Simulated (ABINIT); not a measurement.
## Converging GW for WSe2 (P6_3/mmc) in ABINIT

Aim: raise bands and screening cutoff together for WSe2 (P6_3/mmc) and follow gap and time.

Calculated with ABINIT 10.8.3; PBE and many-body steps on it, plane waves.

This is a report of a sequence of runs, with most program output left out.

The database entry behind the starting cell differs from later determinations by our own check (a about 0.2 % long), so it need not match the best structure at ambient conditions.

### Step 1. The starting structure

Symmetry: P6_3/mmc, No. 194, hexagonal system. Conventional cell: a = 3.290 Å, b = 3.290 Å, c = 12.970 Å, α = 90.00°, β = 90.00°, γ = 120.00°. W has 6 Se at 2.53 Å nearest. Nearest to Se lie 3 W at 2.53 Å. Farther neighbours and most contacts between anions are not listed.

As a file:

```cif
data_structure
_symmetry_space_group_name_H-M 'P 1'
_symmetry_Int_Tables_number 1
_cell_length_a 3.2900
_cell_length_b 3.2900
_cell_length_c 12.9700
_cell_angle_alpha 90.000
_cell_angle_beta 90.000
_cell_angle_gamma 120.000
_cell_volume 121.58
loop_
_atom_site_label
_atom_site_type_symbol
_atom_site_fract_x
_atom_site_fract_y
_atom_site_fract_z
_atom_site_occupancy
W1 W 0.33333 0.66667 0.25000 1
W2 W 0.66667 0.33333 0.75000 1
Se3 Se 0.33333 0.66667 0.62100 1
Se4 Se 0.66667 0.33333 0.12100 1
Se5 Se 0.33333 0.66667 0.87900 1
Se6 Se 0.66667 0.33333 0.37900 1
```

The cell and positions come from the Crystallography Open Database and are kept as given unless a step says otherwise. Spin-orbit coupling is left out unless a step names it.

### Step 2. Empty states on the mesh, 3×3×1 mesh, 682 bands

This step: ABINIT 10.8.3; DFT, PBE, plane waves, norm-conserving pseudopotentials.

The sums over transitions need many empty states on a uniform mesh; this step solves for them.

run.abi

```
acell 3*1.0 Angstrom
rprim 
  3.290000000028 -0.000000000007 0.000000000000
  -1.645000000008 2.849223578479 0.000000000000
  0.000000000000 0.000000000000 12.970000000000
ntypat 2
znucl 74 34
natom 6
typat 1 1 2 2 2 2
xred 
  0.333333333333 0.666666666667 0.250000000000
  0.666666666667 0.333333333333 0.750000000000
  0.333333333333 0.666666666667 0.621000000000
  0.666666666667 0.333333333333 0.121000000000
  0.333333333333 0.666666666667 0.879000000000
  0.666666666667 0.333333333333 0.379000000000
pp_dirpath "pseudos"
pseudos "W.upf, Se.upf"
ecut 58
ngkpt 3 3 1
nshiftk 1
shiftk 0 0 0
kptopt 1
chksymbreak 0
iscf -2
irdden 1
istwfk *1
nband 682
nbdbuf 62
tolwfr 1e-09
nstep 60
prtvol 0
indata_prefix "in"
outdata_prefix "out"
tmpdata_prefix "tmp"
```

Run with:

```sh
OMP_NUM_THREADS=1 mpirun -n 3 abinit run.abi > log
```

The job ended after 28 min (3 MPI ranks of Arm Neoverse V1, shared host; peak memory 1.4 GiB).

This step gave:

```
gap                                                           : 1.330 eV
k of the valence top                                          : 0, 0, 0
k of the conduction bottom                                    : 0.3333, 0.3333, 0
least direct gap                                              : 1.524 eV
k points computed                                             : 3
lowest point of the top converged band, above the valence top : 145.9072 eV
```

On this mesh the gap is 1.330 eV.

The density comes from a self-consistent run that is not shown.

### Step 3. Screening, 3×3×1 mesh, 172 bands, screening to 68.6 eV

The RPA dielectric matrix is built and inverted for each q.

This step: RPA screening on PBE, plane waves, norm-conserving pseudopotentials.

Edit run.abi of step 2 so:

```diff
@@ -24,10 +24,11 @@
 chksymbreak 0
-iscf -2
-irdden 1
 istwfk *1
-nband 682
-nbdbuf 62
-tolwfr 1e-09
-nstep 60
-prtvol 0
+occopt 1
+irdwfk 1
+optdriver 3
+nband 172
+ecuteps 2.52
+inclvkb 2
+awtr 1
+symchi 1
 indata_prefix "in"
```

Run with:

```sh
OMP_NUM_THREADS=1 mpirun -n 4 abinit run.abi > log
```

Elapsed: 2.1 min, on 4 MPI ranks; peak memory 2.5 GiB; 8.4 min of CPU time.

Numbers from this step:

| Property | Result |
| --- | --- |
| ε∞ with local fields, on this mesh, along the program's q direction | 19.33 |
| the same without local fields | 21.01 |
| plasma frequency | 37.50 eV |
| plane waves in the screening matrix | 149 |

Local fields lower ε∞ by 8 %. On a Γ-centred mesh this coarse the value itself is usually too large, while a short band sum pulls it down.

### Step 4. 172 bands, 68.6 eV

The self-energy is evaluated for the states that the input lists, and the levels follow from it, in one-shot runs by the linearised quasiparticle equation.

This step: G0W0 on PBE, plane waves, norm-conserving pseudopotentials.

Edit run.abi of step 3 so:

```diff
@@ -27,8 +27,17 @@
 irdwfk 1
-optdriver 3
+optdriver 4
 nband 172
+gwcalctyp 0
+ecutsigx 58
+symsigma 1
+nkptgw 2
+kptgw 
+  0.0000000000 0.0000000000 0.0000000000
+  0.3333333333 0.3333333333 0.0000000000
+bdgw 
+  61 64
+  61 64
 ecuteps 2.52
-inclvkb 2
-awtr 1
-symchi 1
+irdscr 1
+ppmodel 1
 indata_prefix "in"
```

It took 12 s on 4 MPI ranks; peak memory 1.9 GiB.

Numbers from this step:

| Item | Value |
| --- | --- |
| G0W0 gap on the points computed | 1.860 eV |
| starting gap on the mesh | 1.330 eV |
| k of the valence top | 0, 0, 0 |
| k of the conduction bottom | 0.3333, 0.3333, 0 |
| Z at the valence top | 0.799 |
| Z at the conduction bottom | 0.795 |
| least direct G0W0 gap on the computed points | 2.130 eV |

The gap on the mesh goes from 1.33 eV to 1.86 eV, a correction of +0.53 eV.

### Step 5. Screening, 3×3×1 mesh, 230 bands, screening to 90.6 eV

This step: RPA screening on PBE, plane waves, norm-conserving pseudopotentials.

Edit run.abi of step 4 so:

```diff
@@ -27,17 +27,8 @@
 irdwfk 1
-optdriver 4
-nband 172
-gwcalctyp 0
-ecutsigx 58
-symsigma 1
-nkptgw 2
-kptgw 
-  0.0000000000 0.0000000000 0.0000000000
-  0.3333333333 0.3333333333 0.0000000000
-bdgw 
-  61 64
-  61 64
-ecuteps 2.52
-irdscr 1
-ppmodel 1
+optdriver 3
+nband 230
+ecuteps 3.33
+inclvkb 2
+awtr 1
+symchi 1
 indata_prefix "in"
```

Wall time 3.1 min (4 MPI ranks); peak memory 2.7 GiB; 13 min of CPU time.

This step gave:

```
ε∞ with local fields, on this mesh, along the program's q direction : 19.05
the same without local fields                                       : 21.02
plasma frequency                                                    : 37.50 eV
plane waves in the screening matrix                                 : 255
```

### Step 6. 230 bands, 90.6 eV

This step: G0W0 on PBE, plane waves, norm-conserving pseudopotentials.

Edit run.abi of step 5 so:

```diff
@@ -27,8 +27,17 @@
 irdwfk 1
-optdriver 3
+optdriver 4
 nband 230
+gwcalctyp 0
+ecutsigx 58
+symsigma 1
+nkptgw 2
+kptgw 
+  0.0000000000 0.0000000000 0.0000000000
+  0.3333333333 0.3333333333 0.0000000000
+bdgw 
+  61 64
+  61 64
 ecuteps 3.33
-inclvkb 2
-awtr 1
-symchi 1
+irdscr 1
+ppmodel 1
 indata_prefix "in"
```

Wall time 16 s (4 MPI ranks); peak memory 2 GiB; 65 s of CPU time.

This step gave:

| Property | Result |
| --- | --- |
| G0W0 gap on the points computed | 1.862 eV |
| starting gap on the mesh | 1.330 eV |
| k of the valence top | 0, 0, 0 |
| k of the conduction bottom | 0.3333, 0.3333, 0 |
| Z at the valence top | 0.796 |
| Z at the conduction bottom | 0.792 |
| least direct G0W0 gap on the computed points | 2.102 eV |

Against G0W0 in ABINIT (3×3×1 mesh, 172 bands, screening to 68.6 eV, Godby-Needs plasmon pole), the gap moves by +0.002 eV.

### Step 7. Screening, 3×3×1 mesh, 321 bands, screening to 120.8 eV

This step: RPA screening on PBE, plane waves, norm-conserving pseudopotentials.

Edit run.abi of step 6 so:

```diff
@@ -27,17 +27,8 @@
 irdwfk 1
-optdriver 4
-nband 230
-gwcalctyp 0
-ecutsigx 58
-symsigma 1
-nkptgw 2
-kptgw 
-  0.0000000000 0.0000000000 0.0000000000
-  0.3333333333 0.3333333333 0.0000000000
-bdgw 
-  61 64
-  61 64
-ecuteps 3.33
-irdscr 1
-ppmodel 1
+optdriver 3
+nband 321
+ecuteps 4.44
+inclvkb 2
+awtr 1
+symchi 1
 indata_prefix "in"
```

Wall time 4.9 min (4 MPI ranks); peak memory 3 GiB.

Numbers from this step:

```yaml
eps_infinity_with_local_fields_on_this_mesh_along_the_program_s_q_direction: 18.87
the_same_without_local_fields: 21.03
plasma_frequency: 37.50 eV
plane_waves_in_the_screening_matrix: 341
```

### Step 8. 321 bands, 120.8 eV

This step: G0W0 on PBE, plane waves, norm-conserving pseudopotentials.

Edit run.abi of step 7 so:

```diff
@@ -27,8 +27,17 @@
 irdwfk 1
-optdriver 3
+optdriver 4
 nband 321
+gwcalctyp 0
+ecutsigx 58
+symsigma 1
+nkptgw 2
+kptgw 
+  0.0000000000 0.0000000000 0.0000000000
+  0.3333333333 0.3333333333 0.0000000000
+bdgw 
+  61 64
+  61 64
 ecuteps 4.44
-inclvkb 2
-awtr 1
-symchi 1
+irdscr 1
+ppmodel 1
 indata_prefix "in"
```

Elapsed: 24 s, on 4 MPI ranks; peak memory 2.1 GiB; 95 s of CPU time.

Numbers from this step:

```
G0W0 gap on the points computed              : 1.859 eV
starting gap on the mesh                     : 1.330 eV
k of the valence top                         : 0, 0, 0
k of the conduction bottom                   : 0.3333, 0.3333, 0
least direct G0W0 gap on the computed points : 2.113 eV
```

Against G0W0 in ABINIT (3×3×1 mesh, 230 bands, screening to 90.6 eV, Godby-Needs plasmon pole), the gap moves by −0.003 eV.

### Step 9. Screening, 3×3×1 mesh, 446 bands, screening to 157 eV

This step: RPA screening on PBE, plane waves, norm-conserving pseudopotentials.

Edit run.abi of step 8 so:

```diff
@@ -27,17 +27,8 @@
 irdwfk 1
-optdriver 4
-nband 321
-gwcalctyp 0
-ecutsigx 58
-symsigma 1
-nkptgw 2
-kptgw 
-  0.0000000000 0.0000000000 0.0000000000
-  0.3333333333 0.3333333333 0.0000000000
-bdgw 
-  61 64
-  61 64
-ecuteps 4.44
-irdscr 1
-ppmodel 1
+optdriver 3
+nband 446
+ecuteps 5.77
+inclvkb 2
+awtr 1
+symchi 1
 indata_prefix "in"
```

Wall time 7.9 min (4 MPI ranks); peak memory 3.9 GiB; 32 min of CPU time.

Numbers from this step:

```yaml
eps_infinity_with_local_fields_on_this_mesh_along_the_program_s_q_direction: 18.77
the_same_without_local_fields: 21.03
plasma_frequency: 37.50 eV
plane_waves_in_the_screening_matrix: 549
```

### Step 10. 446 bands, 157 eV

This step: G0W0 on PBE, plane waves, norm-conserving pseudopotentials.

Edit run.abi of step 9 so:

```diff
@@ -27,8 +27,17 @@
 irdwfk 1
-optdriver 3
+optdriver 4
 nband 446
+gwcalctyp 0
+ecutsigx 58
+symsigma 1
+nkptgw 2
+kptgw 
+  0.0000000000 0.0000000000 0.0000000000
+  0.3333333333 0.3333333333 0.0000000000
+bdgw 
+  61 64
+  61 64
 ecuteps 5.77
-inclvkb 2
-awtr 1
-symchi 1
+irdscr 1
+ppmodel 1
 indata_prefix "in"
```

Run time: 56 s. Hardware: 4 MPI ranks; peak memory 2.7 GiB.

This step gave:

```yaml
g0w0_gap_on_the_points_computed: 1.860 eV
starting_gap_on_the_mesh: 1.330 eV
k_of_the_valence_top: 0, 0, 0
k_of_the_conduction_bottom: 0.3333, 0.3333, 0
least_direct_g0w0_gap_on_the_computed_points: 2.098 eV
```

Against G0W0 in ABINIT (3×3×1 mesh, 321 bands, screening to 120.8 eV, Godby-Needs plasmon pole), the gap moves by +0.001 eV.

### Step 11. Screening, 3×3×1 mesh, 620 bands, screening to 201.4 eV

This step: RPA screening on PBE, plane waves, norm-conserving pseudopotentials.

Edit run.abi of step 10 so:

```diff
@@ -27,17 +27,8 @@
 irdwfk 1
-optdriver 4
-nband 446
-gwcalctyp 0
-ecutsigx 58
-symsigma 1
-nkptgw 2
-kptgw 
-  0.0000000000 0.0000000000 0.0000000000
-  0.3333333333 0.3333333333 0.0000000000
-bdgw 
-  61 64
-  61 64
-ecuteps 5.77
-irdscr 1
-ppmodel 1
+optdriver 3
+nband 620
+ecuteps 7.4
+inclvkb 2
+awtr 1
+symchi 1
 indata_prefix "in"
```

Elapsed: 13 min, on 4 MPI ranks; peak memory 4.7 GiB; 52 min of CPU time.

This step gave:

```
ε∞ with local fields, on this mesh, along the program's q direction : 18.70
the same without local fields                                       : 21.04
plasma frequency                                                    : 37.50 eV
plane waves in the screening matrix                                 : 775
```

### Step 12. 620 bands, 201.4 eV

This step: G0W0 on PBE, plane waves, norm-conserving pseudopotentials.

Edit run.abi of step 11 so:

```diff
@@ -27,8 +27,17 @@
 irdwfk 1
-optdriver 3
+optdriver 4
 nband 620
+gwcalctyp 0
+ecutsigx 58
+symsigma 1
+nkptgw 2
+kptgw 
+  0.0000000000 0.0000000000 0.0000000000
+  0.3333333333 0.3333333333 0.0000000000
+bdgw 
+  61 64
+  61 64
 ecuteps 7.4
-inclvkb 2
-awtr 1
-symchi 1
+irdscr 1
+ppmodel 1
 indata_prefix "in"
```

It took 2.2 min on 4 MPI ranks; peak memory 3.7 GiB; 9 min of CPU time.

Numbers from this step:

| Property | Result |
| --- | --- |
| G0W0 gap on the points computed | 1.855 eV |
| starting gap on the mesh | 1.330 eV |
| k of the valence top | 0, 0, 0 |
| k of the conduction bottom | 0.3333, 0.3333, 0 |
| least direct G0W0 gap on the computed points | 2.092 eV |

Against G0W0 in ABINIT (3×3×1 mesh, 446 bands, screening to 157 eV, Godby-Needs plasmon pole), the gap moves by −0.005 eV.

### Step 13. The runs together

Times are wall times on 4 MPI ranks of Arm Neoverse V1, shared host, good to a factor of about two. A run's time includes the screening step that it read.

```
                run   mesh  bands  screening cutoff (eV)  DFT gap (eV)  gap on the mesh (eV)  direct (eV)  ε∞ used     time
 172 bands, 68.6 eV  3×3×1    172                   68.6         1.330                 1.860        2.130    19.33  2.3 min
 230 bands, 90.6 eV  3×3×1    230                   90.6         1.330                 1.862        2.102    19.05  3.4 min
321 bands, 120.8 eV  3×3×1    321                  120.8         1.330                 1.859        2.113    18.87  5.3 min
  446 bands, 157 eV  3×3×1    446                    157         1.330                 1.860        2.098    18.77  8.8 min
620 bands, 201.4 eV  3×3×1    620                  201.4         1.330                 1.855        2.092    18.70   15 min
```

### Step 14. What came out

```yaml
172_bands_68p6_ev: 1.860 eV
230_bands_90p6_ev: 1.862 eV
321_bands_120p8_ev: 1.859 eV
446_bands_157_ev: 1.860 eV
620_bands_201p4_ev: 1.855 eV
known_limits: not at the basis limit; no spin-orbit coupling; coarse k mesh
```

What this shows: From the first rung to the last the gap moves by −0.01 eV for 6.6 times the time. In the G0W0 runs levels were corrected at 2 k points alone, so a gap called «on the mesh» is the least over those, and an edge elsewhere would be missed. A denser mesh or path gives a starting gap of 0.98 eV: the GW mesh misses a band edge, so its gaps are not the fundamental one. The 3×3×1 mesh is coarse for this cell, which bears on the long-range parts of exchange and screening. The many-body steps are scalar-relativistic: spin-orbit coupling is not in them.

[Paths, hosts, dates, memory and timing lines, banners, echoed tables and standing remarks are left out of the program output.]

[Logs are printed without paths, hosts, clocks, repeated set-up lines and the standing remarks that a program may print on its own settings, such as how far it seeks lower states.]

[Runs of the session that timed out or met a known fault of the program may be left out.]

[Hosts, paths, dates, database ids (printed as entryN), source tags and the programs' standing remarks are cut or masked in the printed files.]

[G0W0 gaps are taken among the corrected bands and points alone; a level outside them can change the order at an edge.]

[Where Ansatz stands beside ABINIT at settings called matched, ABINIT's density can come from a denser mesh and the files from another edition; pairs whose starting gaps differed by over 0.03 eV were left out, so agreement reads better than it is.]
